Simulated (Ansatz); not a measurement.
## Phonon-limited resistivity of Pd-Pt stack of (111) layers

Wanted: the electron–phonon coupling λ, α²F(ω) and the phonon-limited resistivity of Pd-Pt stack of (111) layers, on meshes from cheap to dear.

Calculated with Ansatz 0.2.0; DFT PBEsol, scalar-relativistic, plane waves, PAW.

Report form: the programs' logs are mostly left out.

**1. The structure**

The cell holds 2 atoms: 1 Pd and 1 Pt. Its edges and angles: a = 2.772 Å, b = 2.772 Å, c = 13.263 Å, α = 90.0°, β = 90.0°, γ = 120.0°. Vacuum lies along c.

**2. Relaxation**

The structure is brought to rest under this functional.

Input file input.yaml:

```yaml
crystal:
  lattice:
    - [2.77186, 0.0, 0.0]
    - [-1.38593, 2.4005, 0.0]
    - [0.0, 0.0, 13.26321]
  atoms:
    - { symbol: Pd, position: [0.0, 0.0, 0.41468082] }
    - { symbol: Pt, position: [0.33333333, 0.66666667, 0.58531918] }
  periodic: [true, true, false]
kpoints:
  mp_grid: { grid: [12, 12, 1] }
hamiltonian:
  xc: pbesol
scf:
  occupations: { method: gaussian, width: 0.1 }
output:
  forces: true
  stress: true
  eigenvalues: true
  write_density: true
  write_potential: true
  elf: true
  volumetric_format: npy
relax:
  adjacent_minimum: "off"
  f_tol: 0.005
  max_steps: 80
  cell: { stress_2d_tol: 0.02 }
```

Run with:

```sh
$ ansatz run input.yaml --threads 4 --pin off --max-ram 16384MiB --backend cpu --events-out ev --progress --plain --runs-dir out
```

Elapsed: 22 s, on 4 threads of Arm Neoverse V1, shared host; peak memory 0.5 GiB; 84 s of CPU time.

Step by step:

```tsv
step	energy less that of the first step (eV)	largest force component (eV/Å)	volume (Å³)
1	0.0000	0.1358	188.48
2	-0.1699	0.5112	170.60
3	-0.1915	0.0143	173.69
4	-0.1921	0.0052	172.96
5	-0.1921	0.0000	172.90
6*	-0.1909	0.0001	172.90
7	-0.1909	0.0000	172.92
8*	-0.1909	0.0000	172.92
```

Relaxation steps marked * repeat the geometry before them on a plane-wave basis chosen anew for their cell, so energy and pressure can jump there.

The run keeps the 6 symmetry operations that it works with, so distortions that break them were not tested.

```tsv
cell as run	before	after	change
a (Å)	2.772	2.655	-4.2 %
b (Å)	2.772	2.655	-4.2 %
```

The atoms that moved most (Å, along periodic axes as changes of fractional coordinates times the final cell, across vacuum about the mean position):

```tsv
atom	dx	dy	dz	length
Pd1	0.000	0.000	-0.030	0.030
Pt2	0.000	0.000	0.030	0.030
```

Final coordinates:

```cif
data_structure
_symmetry_space_group_name_H-M 'P 1'
_symmetry_Int_Tables_number 1
_cell_length_a 2.6550
_cell_length_b 2.6550
_cell_length_c 28.3264
_cell_angle_alpha 90.000
_cell_angle_beta 90.000
_cell_angle_gamma 120.000
_cell_volume 172.92
loop_
_atom_site_label
_atom_site_type_symbol
_atom_site_fract_x
_atom_site_fract_y
_atom_site_fract_z
_atom_site_occupancy
Pd1 Pd 0.00000 0.00000 0.19309 1
Pt2 Pt 0.33333 0.66667 0.27513 1
```

This step gave:

```yaml
metallic_on_mesh: yes
gap_on_the_k_mesh: 0 eV
```

Electrostatic potential energy in the ca plane at fractional y = 0.667, with atoms of Pt within 0.2 Å of it. With pseudopotentials it is smooth inside the atoms' cores, unlike the true potential.

Values in eV, 5 rows by 16 columns, each cell a mean:
```
  0   0   0  -1  -5 -28  -9  -8  -6   0   0   0   0   0   0   0
  0   0   0  -1  -4 -19  -7 -22 -17  -1   0   0   0   0   0   0
  0   0   0   0  -2  -6  -6 -50 -42  -2   0   0   0   0   0   0
  0   0   0   0  -2  -5  -6 -53 -46  -3   0   0   0   0   0   0
  0   0   0   0  -3 -14  -6 -33 -26  -1   0   0   0   0   0   0
```
Columns run along c (16.0 Å, from fractional 0.00 to 0.56 of the cell; values clipped at the 3rd and 97th percentile), rows up along a (2.7 Å). Atoms in or near the plane, at fractional coordinates: Pt at (0.28, 0.33).

Valence density in the ca plane at fractional y = 0.667, with atoms of Pt within 0.2 Å of it. It is the smooth field of the valence electrons, not physical close to the nuclei.

Values in units of 1e0 e/Å³, 5 rows by 16 columns, each cell a mean:
```
0.0 0.0 0.0 0.0 0.2 1.8 0.5 0.4 0.3 0.0 0.0 0.0 0.0 0.0 0.0 0.0
0.0 0.0 0.0 0.0 0.2 1.0 0.4 1.2 0.9 0.1 0.0 0.0 0.0 0.0 0.0 0.0
0.0 0.0 0.0 0.0 0.1 0.3 0.4 5.5 4.1 0.1 0.0 0.0 0.0 0.0 0.0 0.0
0.0 0.0 0.0 0.0 0.1 0.3 0.4 6.7 5.0 0.1 0.0 0.0 0.0 0.0 0.0 0.0
0.0 0.0 0.0 0.0 0.2 0.8 0.4 2.2 1.6 0.1 0.0 0.0 0.0 0.0 0.0 0.0
```
Columns run along c (16.0 Å, from fractional 0.00 to 0.56 of the cell), rows up along a (2.7 Å). Atoms in or near the plane, at fractional coordinates: Pt at (0.28, 0.33).

ELF in the ca plane at fractional y = 0.667, with atoms of Pt within 0.2 Å of it. It is the smooth field of the valence electrons, not physical close to the nuclei.

Values, 5 rows by 16 columns, each cell a mean:
```
0.00 0.00 0.01 0.05 0.19 0.41 0.23 0.26 0.29 0.13 0.02 0.00 0.00 0.00 0.00 0.00
0.00 0.00 0.01 0.05 0.18 0.32 0.22 0.35 0.34 0.15 0.02 0.00 0.00 0.00 0.00 0.00
0.00 0.00 0.01 0.05 0.17 0.21 0.24 0.58 0.53 0.17 0.02 0.00 0.00 0.00 0.00 0.00
0.00 0.00 0.01 0.05 0.17 0.22 0.26 0.60 0.55 0.17 0.03 0.00 0.00 0.00 0.00 0.00
0.00 0.00 0.01 0.05 0.18 0.28 0.22 0.43 0.40 0.16 0.02 0.00 0.00 0.00 0.00 0.00
```
Columns run along c (16.0 Å, from fractional 0.00 to 0.56 of the cell), rows up along a (2.7 Å). Atoms in or near the plane, at fractional coordinates: Pt at (0.28, 0.33).

The relaxation ends with a largest force component of 3.2e-5 eV/Å.

**3. Tight relaxation**

No force is left; the cell is relaxed once more with another smearing and tight thresholds.

input.yaml, the sections that differ from step 2:

```yaml
crystal:
  lattice:
    - [2.6549986059, 0.0, 0.0]
    - [-1.3274993029, 2.2992962397, 0.0]
    - [0.0, 0.0, 28.3264248055]
  atoms:
    - { symbol: Pd, position: [0.0, 0.0, 0.1930941943] }
    - { symbol: Pt, position: [0.3333333333, 0.6666666667, 0.2751332679] }
  periodic: [true, true, false]
scf:
  occupations: { method: methfessel_paxton, width: 0.2 }
relax:
  adjacent_minimum: "off"
  f_tol: 0.001
  max_steps: 60
  cell: { stress_2d_tol: 0.002 }
# kpoints, hamiltonian, output: as in step 2
```

Elapsed: 15 s, on 4 threads; peak memory 0.48 GiB.

Little changed from the start: no atom moved by 0.005 Å and no cell edge by 0.1 %.

Valence density in the ca plane at fractional y = 0.667, with atoms of Pt within 0.2 Å of it. It is the smooth field of the valence electrons, not physical close to the nuclei.

Values in units of 1e0 e/Å³, 5 rows by 16 columns, each cell a mean:
```
0.0 0.0 0.0 0.0 0.2 1.8 0.5 0.4 0.3 0.0 0.0 0.0 0.0 0.0 0.0 0.0
0.0 0.0 0.0 0.0 0.2 1.0 0.4 1.2 0.9 0.1 0.0 0.0 0.0 0.0 0.0 0.0
0.0 0.0 0.0 0.0 0.1 0.3 0.4 5.5 4.1 0.1 0.0 0.0 0.0 0.0 0.0 0.0
0.0 0.0 0.0 0.0 0.1 0.3 0.4 6.7 5.0 0.1 0.0 0.0 0.0 0.0 0.0 0.0
0.0 0.0 0.0 0.0 0.2 0.8 0.4 2.2 1.6 0.1 0.0 0.0 0.0 0.0 0.0 0.0
```
Columns run along c (16.0 Å, from fractional 0.00 to 0.56 of the cell), rows up along a (2.7 Å). Atoms in or near the plane, at fractional coordinates: Pt at (0.28, 0.33).

ELF in the ca plane at fractional y = 0.667, with atoms of Pt within 0.2 Å of it. It is the smooth field of the valence electrons, not physical close to the nuclei.

Values, 5 rows by 16 columns, each cell a mean:
```
0.00 0.00 0.01 0.05 0.19 0.41 0.23 0.26 0.29 0.13 0.02 0.00 0.00 0.00 0.00 0.00
0.00 0.00 0.01 0.05 0.18 0.32 0.22 0.35 0.34 0.15 0.02 0.00 0.00 0.00 0.00 0.00
0.00 0.00 0.01 0.05 0.17 0.21 0.24 0.58 0.53 0.17 0.02 0.00 0.00 0.00 0.00 0.00
0.00 0.00 0.01 0.05 0.17 0.22 0.26 0.60 0.55 0.17 0.03 0.00 0.00 0.00 0.00 0.00
0.00 0.00 0.01 0.05 0.18 0.28 0.22 0.43 0.41 0.16 0.02 0.00 0.00 0.00 0.00 0.00
```
Columns run along c (16.0 Å, from fractional 0.00 to 0.56 of the cell), rows up along a (2.7 Å). Atoms in or near the plane, at fractional coordinates: Pt at (0.28, 0.33).

Electrostatic potential energy in the ca plane at fractional y = 0.667, with atoms of Pt within 0.2 Å of it. With pseudopotentials it is smooth inside the atoms' cores, unlike the true potential.

Values in eV, 5 rows by 16 columns, each cell a mean:
```
  0   0   0  -1  -5 -28  -9  -8  -6   0   0   0   0   0   0   0
  0   0   0   0  -4 -19  -7 -22 -17  -1   0   0   0   0   0   0
  0   0   0   0  -2  -6  -6 -50 -42  -2   0   0   0   0   0   0
  0   0   0   0  -2  -5  -6 -54 -46  -3   0   0   0   0   0   0
  0   0   0   0  -3 -14  -6 -33 -26  -1   0   0   0   0   0   0
```
Columns run along c (16.0 Å, from fractional 0.00 to 0.56 of the cell; values clipped at the 3rd and 97th percentile), rows up along a (2.7 Å). Atoms in or near the plane, at fractional coordinates: Pt at (0.28, 0.33).

**4. Lattice stability: q 2×2×1, k 8×8×1**

Couplings are defined for a stable lattice alone, so phonons come first.

Input file input.yaml:

```yaml
crystal:
  lattice:
    - [2.6543288293, 0.0, 0.0]
    - [-1.3271644146, 2.2987161962, 0.0]
    - [0.0, 0.0, 28.3264248055]
  atoms:
    - { symbol: Pd, position: [0.0, 0.0, 0.193066858] }
    - { symbol: Pt, position: [0.3333333333, 0.6666666667, 0.2751606042] }
  periodic: [true, true, false]
kpoints:
  mp_grid: { grid: [8, 8, 1] }
hamiltonian:
  xc: pbesol
scf:
  occupations: { method: methfessel_paxton, width: 0.2 }
output:
  eigenvalues: true
phonons:
  method: dfpt
  qmesh: [2, 2, 1]
  temperatures: { t_max: 1000, t_step: 50 }
  qpath:
    path:
      - [0.0, 0.0, 0.0]
      - [0.5, 0.0, 0.0]
      - [0.33333333, 0.33333333, 0.0]
      - [0.0, 0.0, 0.0]
    npoints: 10
```

Elapsed: 31 s, on 4 threads; peak memory 0.73 GiB; 1.9 min of CPU time.

This step gave:

```
share of imaginary modes in the plain interpolation between solved wavevectors : 0.0136
highest frequency, solved or plainly interpolated                              : 234.6 cm⁻¹
```

Solved on the 2×2×1 mesh alone; all other wavevectors are interpolated. Phonon branches along the path, in cm⁻¹:

```tsv
point	branch 1	branch 2	branch 3	branch 4	branch 5	branch 6
Γ	0	0	0	40	40	159
halfway	31	88	107	124	152	169
M	61	120	124	146	191	235
halfway	63	114	144	170	187	228
K	67	110	167	176	207	208
halfway	37	104	121	135	156	182
Γ	0	0	0	40	40	159
```

Among the solved wavevectors the lowest mode, translations apart, is 39.7 cm⁻¹, so these are real on this k mesh.

**5. Coupling and resistivity: q 3×3×1, k 9×9×1, scattering 18×18×1**

Phonons, couplings and the Boltzmann equation in one run.

input.yaml: that of step 4 with these lines changed.

```diff
@@ -10,3 +10,3 @@
 kpoints:
-  mp_grid: { grid: [8, 8, 1] }
+  mp_grid: { grid: [9, 9, 1] }
 hamiltonian:
@@ -19,3 +19,3 @@
   method: dfpt
-  qmesh: [2, 2, 1]
+  qmesh: [3, 3, 1]
   temperatures: { t_max: 1000, t_step: 50 }
@@ -28 +28,4 @@
     npoints: 10
+  electrical_resistivity:
+    mesh: [18, 18, 1]
+    temperatures: [20.0, 50.0, 77.0, 100.0, 150.0, 200.0, 300.0, 400.0, 600.0, 800.0]
```

The job ended after 64 s (4 threads; peak memory 0.85 GiB).

The run ended with an error.

The program's message: “electrical resistivity: the mode of lowest frequency at the wavevector [0.0000, 0.2222, 0.0000] is imaginary, -31.88 cm⁻¹ (written negative): the force constants describe an unstable lattice; relax th …”

The run stops because a mode is imaginary on the scattering mesh, where no scattering rate is defined; denser k meshes, other smearings and, between solved wavevectors, finer q meshes show whether the instability is real.

**6. Resistivity: q 6×6×1, k 18×18×1, scattering 24×24×1**

The next rung changes the q mesh, which sets the reach of the force constants and couplings; the k mesh of the density and its response; the scattering mesh, which samples the Fermi surface.

input.yaml: that of step 5 with these lines changed.

```diff
@@ -10,3 +10,3 @@
 kpoints:
-  mp_grid: { grid: [9, 9, 1] }
+  mp_grid: { grid: [18, 18, 1] }
 hamiltonian:
@@ -19,3 +19,3 @@
   method: dfpt
-  qmesh: [3, 3, 1]
+  qmesh: [6, 6, 1]
   temperatures: { t_max: 1000, t_step: 50 }
@@ -29,3 +29,3 @@
   electrical_resistivity:
-    mesh: [18, 18, 1]
+    mesh: [24, 24, 1]
     temperatures: [20.0, 50.0, 77.0, 100.0, 150.0, 200.0, 300.0, 400.0, 600.0, 800.0]
```

Elapsed: 13 min, on 4 threads; peak memory 2.6 GiB.

Numbers from this step:

| Item | Value |
| --- | --- |
| zero point energy | 0.04731 eV/cell |
| share of imaginary modes in the plain interpolation between solved wavevectors | 0 |
| highest frequency, solved or plainly interpolated | 237.7 cm⁻¹ |
| cell height | 28.33 Å |
| sheet resistance 300K | 260.5 Ω/square, mean in the plane |
| resistivity at 300 K | 73.78 μΩ cm, mean of the axes, of the whole cell with its vacuum |
| coupling constant λ | 2.384 |
| density of states at the Fermi level | 5.091 states/eV a spin and cell |
| log mean phonon energy ħω_log | 5.66 meV |
| transport coupling constant λ_tr | 2.564, 2.564, 0 (xx, yy, zz) |
| Drude plasma energy | 3.332, 3.332, 0 eV (xx, yy, zz), of the whole cell with its vacuum |
| second-moment phonon energy ħω₂ | 7.992 meV, from the broadened α²F curve |
| coupling λ by branch | 0.863, 0.15, 0.16, 0.61, 0.58, 0.0213 (branches by rank of frequency) |

Solved on the 6×6×1 mesh alone; all other wavevectors are interpolated. Phonon branches along the path, in cm⁻¹:

```tsv
point	branch 1	branch 2	branch 3	branch 4	branch 5	branch 6
Γ	0	0	0	42	42	161
halfway	26	89	108	118	158	179
M	56	114	123	149	201	238
halfway	59	108	141	161	186	227
K	70	97	152	156	194	200
halfway	29	109	111	124	169	192
Γ	0	0	0	42	42	161
```

The Eliashberg function α²F has structure finer than the step of the table below, so its rows give means over 1 meV, whole bins alone (the curve runs from 0.115 to 29.3 meV). Peaks (meV: height): α²F 6.1: 2.97, 14.1: 0.910; α²F tr 4.7: 1.32, 5.9: 1.93, 14.1: 2.44, 14.8: 2.10, 23.1: 0.371.

Table of Eliashberg function α²F by phonon energy; means over each step:

```tsv
phonon energy (meV)	α²F	α²F tr
1	0.0641	0.00159
2	0.158	0.0167
3	0.0615	0.0496
4	0.0782	0.406
5	0.216	1.15
6	2.13	1.69
7	1.86	1.58
8	1.03	0.489
9	0.382	0.0878
10	0.168	0.0396
11	0.135	0.0456
12	0.121	0.0676
13	0.219	0.303
14	0.650	1.65
15	0.268	1.14
16	0.121	0.415
17	0.0987	0.264
18	0.0806	0.278
19	0.0699	0.173
20	0.163	0.152
21	0.0341	0.129
22	0.0188	0.0971
23	0.0547	0.262
24	0.0361	0.210
25	0.0119	0.0596
26	0.0194	0.0546
27	0.0400	0.0944
28	0.0267	0.0698
```

Of the whole cell with its vacuum, so only the sheet resistance is a property of the layer; the means are those of the plane. Resistivity, by row:

```tsv
T (K)	ρ_xx (μΩ cm)	ρ_yy	ρ_zz	ρ by Ziman's lowest order, mean	ρ by relaxation times, mean	within 2 % of the coarser mesh
20	1.334	1.334	-	3.95	1.352	no
50	10.75	10.75	-	17.97	10.44	no
77	19.86	19.86	-	28.97	19.05	no
100	26.66	26.66	-	37.16	25.48	no
150	39.39	39.39	-	52.82	37.56	yes
200	51.29	51.29	-	66.98	48.91	yes
300	73.78	73.78	-	93.6	70.54	no
400	94.83	94.83	-	119.4	91.03	no
600	130.9	130.9	-	169.3	126.9	no
800	159.8	159.8	-	215.5	156.6	no
```

The cell's resistivity over its height. Sheet resistance, along x against temperature:

```tsv
temperature (K)	sheet resistance, along x (Ω/square)
20	4.71
50	38.0
77	70.1
100	94.1
150	139
200	181
300	260
400	335
600	462
800	564
```

Some points of the scattering mesh along the symmetry lines, up to three branches each (those of largest λ), at most 39 rows; the frequencies are those of the scattering step, which can differ from the solved and plainly interpolated ones; single rows converge slowly. Mode couplings:

```tsv
q1	q2	q3	branch	ħω (meV)	λ_q	half width (meV)
0.125	0	0	1	1.98	2.6	0.163
0.125	0	0	3	8.82	0.771	0.959
0.125	0	0	5	12.54	0.631	1.59
0.2083	0	0	1	3.37	0.411	0.0745
0.2083	0	0	4	14.37	0.0347	0.115
0.2083	0	0	5	17.59	0.0382	0.189
0.3333	0	0	1	5.41	0.503	0.235
0.3333	0	0	3	14.76	0.142	0.495
0.3333	0	0	4	16.43	0.0333	0.144
0.4583	0	0	1	6.52	0.701	0.476
0.4583	0	0	2	14.38	0.1	0.332
0.4583	0	0	4	18.63	0.0148	0.0822
0.4583	0.0833	0	1	7.09	1.33	1.07
0.4583	0.0833	0	2	14.21	0.451	1.46
0.4583	0.0833	0	4	19.2	0.0542	0.32
0.3333	0.3333	0	1	9.89	0.0446	0.0698
0.3333	0.3333	0	2	12.47	0.0967	0.241
0.3333	0.3333	0	4	19.37	0.0317	0.19
0.2083	0.2083	0	1	5.73	0.212	0.112
0.2083	0.2083	0	2	14.24	0.149	0.483
0.2083	0.2083	0	4	17.15	0.0552	0.259
0.125	0.125	0	1	3.52	0.11	0.0219
0.125	0.125	0	3	12.13	0.0518	0.122
0.125	0.125	0	4	14.49	0.0449	0.151
```

Largest shares of lambda; single rows converge slowly. Strongest modes:

```tsv
q1	q2	q3	star	branch	ħω (meV)	λ_q	half width (meV)
0	0.04167	0	6	4	6.123	25.95	15.56
0	0.04167	0	6	5	6.905	24.92	19
0.04167	0.08333	0	12	1	1.732	5.922	0.2842
0.04167	0.04167	0	6	4	7.04	7.585	6.013
0	0.04167	0	6	1	0.5117	6.723	0.02816
0.125	0.4167	0	12	1	7.409	2.808	2.466
```

300 K. Table of cumulative share of the conductivity, along x by mean free path:

```tsv
mean free path (nm)	cumulative share of the conductivity, along x
0.316	0.00218
0.398	0.00235
0.447	0.00253
0.562	0.00322
0.631	0.00367
0.794	0.00772
0.891	0.0134
1.12	0.0364
1.26	0.0526
1.58	0.0956
1.78	0.129
2.24	0.241
2.51	0.312
3.16	0.492
3.55	0.562
4.47	0.684
5.01	0.757
6.31	0.888
7.08	0.914
8.91	0.979
10	0.993
12.6	0.998
```

Resistivity by mesh:

```tsv
mesh	T (K)	mean rho (μΩ cm)
24x24x1	20	1.334
24x24x1	300	73.78
24x24x1	800	159.8
12x12x1	20	1.022
12x12x1	300	75.99
12x12x1	800	167.5
6x6x1	20	1.843
6x6x1	300	110.3
6x6x1	800	219.1
```

No LO-TO term; unit eigenvectors of the mass-weighted matrix. The modes at Γ (shares of kinetic energy by element, %):

```tsv
mode	frequency (cm⁻¹)	symmetry	Pd %	Pt %
1	0.0	unnamed	35	65
2	0.0	unnamed	35	65
3	0.0	unnamed	35	65
4	41.8	E	65	35
5	41.8	E	65	35
6	161.0	A1	65	35
```

Displacements in mode 4 (41.8 cm⁻¹), the largest set to 1:
```
Pd1  1.00  0.58  0.00
Pt2 -0.55 -0.32  0.00
```

Displacements in mode 6 (161.0 cm⁻¹), the largest set to 1:
```
Pd1  0.00  0.00  1.00
Pt2  0.00  0.00 -0.55
```

The run reports squared frequencies that differ by up to 42 % between the solve mesh and the fine mesh. Some states were left unconverged by the eigensolver. By its own test the run is not converged in the mesh. λ = 2.38 and 260 Ω per square at 300 K. By the run's own test λ moves by 87 % between its two finest scattering meshes.

**7. Summary of results**

* run: PBEsol, q 6×6×1, k 18×18×1, scattering 24×24×1
* coupling constant λ: 2.38
* log mean phonon energy ħω_log: 5.66 meV
* states at the Fermi level: 5.09 states/eV/spin/cell
* sheet resistance at 300 K: 260 Ω per square
* change between its two finest scattering meshes: λ 87 %, resistivity at 300 K 3 %
* time of that run: 13 min

In words: On the last rung that gave a resistivity at the base settings (q 6×6×1, k 18×18×1, scattering 24×24×1), Pd-Pt stack of (111) layers has λ = 2.4 and a phonon-limited sheet resistance of 260 Ω per square at 300 K. Twice the integral of α²F/ω over this curve gives λ = 2.4, half of it from below 6.55 meV. The coupling is very strong (λ = 2.4), so phonons raise the electrons' mass at the Fermi surface by about 238 %, if this value holds on finer meshes. By the run's own test λ moves by 87 % between the two scattering meshes. Values of ρ(T) under 50 K rest on the softest modes, mostly interpolated ones, and are the least sure of the table. The high-temperature form ρ = 2π k_B T λ_tr/(ħ ε₀ ω_p²) gives 279 μΩ cm along x at 300 K, against 73.8 from the Boltzmann equation; with λ this far from converged in the mesh, the gap between them says little. The three lowest branches give 49 % of λ. By the run's own test, which takes the component that moves most, the resistivity at 300 K moves by 3 % between its two finest scattering meshes; this does not test the q and k meshes. In the run quoted no mode is imaginary at the wavevectors of the 6×6×1 mesh; another run of the session found or stopped at an imaginary mode. A coarser run stopped at an imaginary mode, so the soft modes hang on the meshes. Only scattering by harmonic phonons counts; impurities, grain boundaries and thermal expansion are left out. The resistivity belongs to the whole cell, vacuum included; the sheet resistance is the quantity that does not depend on the vacuum. Spin–orbit coupling, left out here, matters for Pt. The c of the given cell is the typed one; the program laid its own vacuum and ran the layer in a cell 28.3 Å high. The structure was built by hand as an ordered model, and its stability against other phases was not tested.

[Logs are printed without paths, hosts, clocks, repeated set-up lines and the standing remarks that a program may print on its own settings, such as how far it seeks lower states.]

[Hosts, paths, dates, database ids (printed as entryN), source tags and the programs' standing remarks are cut or masked in the printed files.]
